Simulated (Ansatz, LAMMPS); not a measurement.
# Force difference against the radius of support functions in amorphous polyisobutylene (as short chains C10H22) at 300 K (96 atoms)

Density of this cell: 0.864 g/cm³. The cell holds 96 atoms: 30 C and 66 H. Cell: a = 9.361 Å, b = 9.361 Å, c = 9.361 Å, α = 90.0°, β = 90.0°, γ = 90.0°. 3 polyisobutylene chains of 2 units with methyl end groups placed at random, at 0.864 g/cm³; overlaps pushed apart, then 20 ps at 800 K with MMFF94 bonds, angles, torsions, charges and radii (Halgren, J. Comput. Chem. 17, 490 (1996)) in harmonic and 12-6 forms. Snapshot after 30 ps at 300 K and fixed volume.

Calculated with Ansatz 0.2.0: Kohn-Sham DFT, PBE+D3(BJ), PAW (set soft_2), localised support functions (medium), with the radius typed; the reference is Kohn-Sham DFT, PBE+D3(BJ), PAW (set soft_2), plane waves, cutoff 420 eV, Γ point, gaussian smearing of 0.05 eV, with an r.m.s. force component of 0.888 eV/Å.

| radius (Å) | r.m.s. force difference (meV/Å) | time |
| --- | --- | --- |
| 3.15 | 5.89 | 27 s |
| 3.41 | 5.83 | 32 s |
| 3.64 | 5.79 | 37 s |
| 3.9 | ? | ? |
| 4.39 | 5.771 | 69 s |
| 4.88 | 5.765 | 1.9 min |

**Question.** Fit a power law of the radius to the rows given and interpolate to the withheld row.

**Working.**

A power law y = A x^b is a line in u = ln x and v = ln y.

```
u = ln x  v = ln y
 1.14740   1.77326
 1.22671   1.76302
 1.29198   1.75613
 1.47933   1.75285
 1.58515   1.75181
```

With n = 5: mean u = 1.34611, mean v = 1.75941, Σ(u − ū)² = 0.13156, Σ(u − ū)(v − v̄) = -0.0056969. Slope b = -0.0056969 / 0.13156 = -0.043304; intercept a = v̄ − b ū = 1.8177.

At the withheld row u = 1.361, v = a + b u = 1.759, and y = exp(v).

Prediction at 3.9: 5.805 meV/Å. The run gave 5.778 meV/Å, so the fit is high by 0.027 meV/Å (0.47 % of the value).

The fitted exponent is -0.043. Between neighbouring rows, the withheld one included, the exponents are -0.13, -0.11, -0.030, -0.010 and -0.0098. Among the rows given, the largest relative miss of the fit is at 3.64, by 0.033 meV/Å (0.56 %).

Limits: The difference holds the reference's own basis error, which sets a floor under it.

[Logs are printed without paths, hosts, clocks, repeated set-up lines and the standing remarks that a program may print on its own settings, such as how far it seeks lower states.]

[Hosts, paths, dates, database ids (printed as entryN), source tags and the programs' standing remarks are cut or masked in the printed files.]

[The MMFF94 radii named for the starting cell were scaled by 0.96; in molecules described by MMFF94, hydrogen bound to N, O or S took a small fixed 12-6 site in their place.]
